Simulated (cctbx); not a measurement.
## Solving a structure by charge flipping

Cell a = 10.8300 Å, b = 6.4990 Å, c = 7.0690 Å, α = 90.00°, β = 122.57°, γ = 90.00°; space group C2 (no. 5); content Yb6 Ca6.

The data are simulated with cctbx, not measured: Cu Kα, λ = 1.54184 Å, to d = 0.83 Å, 70 % of the full sphere, strongest reflection 40000 counts, noise from counting, a 4 % proportional error and a noise floor of 4 counts (s.d.); no absorption.

Charge flipping in P1 on normalised amplitudes to 0.9 Å, δ = 1 σ, 30 % of the reflections treated as weak, 100 cycles:

```text
cycle      R  skewness
    0  0.519     0.26
    8  0.392     1.35
   16  0.414     1.52
   24  0.410     1.63
   32  0.419     1.78
   40  0.430     1.87
   48  0.428     1.96
   56  0.437     3.24
   64  0.442     3.76
   72  0.440     3.63
   80  0.427     3.70
   88  0.445     3.81
   96  0.438     3.84
origin shift          correlation  skewness
 0.377 -0.000  0.426      0.947      3.48
 0.211  0.000  0.425      0.955      4.28
 0.044  0.000  0.426      0.953      4.14
 0.351  0.000 -0.003      0.840      2.42
taken: symmetry correlation 0.955, skewness 4.28
peak      x       y       z  mult  height/sigma
Q1    0.0000  0.9960  0.5000    2     16.0
Q2    0.1592  0.3560  0.0047    4      9.9
Q3    0.1774  0.5055  0.4905    4      9.7
Q4    0.0000  0.8609  0.0000    2      5.4
Q5    0.1648  0.6016  0.0098    4      4.4
Q6    0.2150  0.1946  0.1522    4      4.0
Q7    0.0838  0.5430  0.6685    4      3.3
Q8    0.1216  0.1434  0.4044    4      2.5
Q9    0.2157  0.3783  0.8428    4      2.4
```

The origin is taken among those within 0.04 of the best correlation, by the skewness of the map.

Run time: 0.28 s on 1 thread of Arm Neoverse V2 (shared host), peak memory 0.07 GiB.

**Question.** Which peaks are atoms, and which elements?

Heights go roughly as Z and multiplicities must add up to the content. First model: Q1 = Yb1 (2 in the cell, height 16.0), Q2 = Yb2 (4 in the cell, height 9.9), Q3 = Ca1 (4 in the cell, height 9.7) and Q4 = Ca2 (2 in the cell, height 5.4). Against the true structure, Q1 is Yb, Q2 is Yb, Q3 is Ca and Q4 is Ca; the other peaks are not atoms.

Least squares on F², isotropic:

```text
Rint 0.026, 710 unique reflections to 0.83 A
cycle     R1     wR2    GooF  max shift (A)
   1  0.1870  0.4711  11.164   0.06759
   6  0.0348  0.0856   2.028   0.00450
final R1 0.0318 wR2 0.0777 GooF 1.841  parameters 12  data/parameter 59.2
atom        x        y        z      Ueq    occ   su(xyz)  su(Uiso or U11)
Yb1    0.00000  0.99482  0.50000   0.0075  1.000  0.00012  0.0002
Yb2    0.15859  0.35677 -0.00437   0.0081  1.000  0.00007  0.0002
Ca1    0.17050  0.51919  0.49390   0.0147  1.000  0.00045  0.0006
Ca2    0.00000  0.85228  0.00000   0.0176  1.000  0.00088  0.0006
difference map: max 6.38 min -2.49 rms 0.42
Q1    0.0000  0.8440  0.0000    2    6.38  0.05 A from Ca2
Q2    0.1655  0.5195  0.4983    4    4.77  0.08 A from Ca1
Q3    0.1688  0.3503  0.0010    4    3.05  0.10 A from Yb2
Q4    0.0000  0.0185  0.5000    2    2.02  0.15 A from Yb1
Q5    0.1666  0.1818  0.5000    4    1.45  2.04 A from Ca1
```

Anisotropic refinement:

```text
Rint 0.026, 710 unique reflections to 0.83 A
cycle     R1     wR2    GooF  max shift (A)
   1  0.0318  0.0778   1.865   0.01395
   2  0.0162  0.0413   0.990   0.00826
   3  0.0161  0.0412   0.988   0.00576
   4  0.0161  0.0411   0.986   0.00431
   5  0.0161  0.0411   0.986   0.00339
   6  0.0161  0.0411   0.985   0.00275
   7  0.0161  0.0411   0.985   0.00228
   8  0.0161  0.0411   0.985   0.00191
final R1 0.0161 wR2 0.0411 GooF 0.985  parameters 28  data/parameter 25.4
atom        x        y        z      Ueq    occ   su(xyz)  su(Uiso or U11)
Yb1    0.00000  0.99582  0.50000   0.0043  1.000  0.00030  0.0002
Yb2    0.15872  0.35648 -0.00437   0.0058  1.000  0.00004  0.0002
Ca1    0.16996  0.51698  0.49418   0.0075  1.000  0.00117  0.0006
Ca2    0.00000  0.84572  0.00000   0.0074  1.000  0.00229  0.0007
Flack x: -0.08(18)
Hooft y: 0.128(232)  Bijvoet pairs: 297
difference map: max 0.81 min -0.67 rms 0.19
Q1    0.1921  0.8472  0.1815    4    0.83  1.76 A from Ca2
Q2    0.0935  0.8390  0.1781    4    0.75  1.11 A from Ca2
Q3    0.1427  0.0008  0.3251    4    0.68  1.72 A from Ca1
Q4    0.0494  0.2585  0.8212    4    0.64  1.33 A from Yb2
Q5    0.0746  0.3434  0.7889    4    0.61  1.24 A from Yb2
Q6    0.0298  0.5041  0.6856    4    0.59  1.83 A from Ca1
```

**Reading.** The refinement ends at R1 = 0.0161, wR2 = 0.0411, GooF = 0.98, with difference density between -0.67 and 0.81 e/Å³. Every site matches the true model in element, within 0.008 Å r.m.s., up to an allowed shift of origin or inversion. Flack x = -0.08 with s.u. 0.18: the s.u. is too large to fix the hand.

True model:

```
atom  mult.       x       y       z  Ueq (Å²)
 Yb1      2     1/2  0.9808     1/2    0.0046
 Yb2      4  0.6587  0.3419  0.9956    0.0059
 Ca1      4  0.6699  0.5035  0.4941    0.0068
 Ca2      2       0  0.3338       0    0.0091
```

The model was made for the exercise: a known structure type with other elements put in, its volume estimated, not relaxed; displacement parameters are assumed.

[Middle refinement cycles are left out of these outputs.]

[Logs are printed without paths, hosts, clocks, repeated set-up lines and the standing remarks that a program may print on its own settings, such as how far it seeks lower states.]
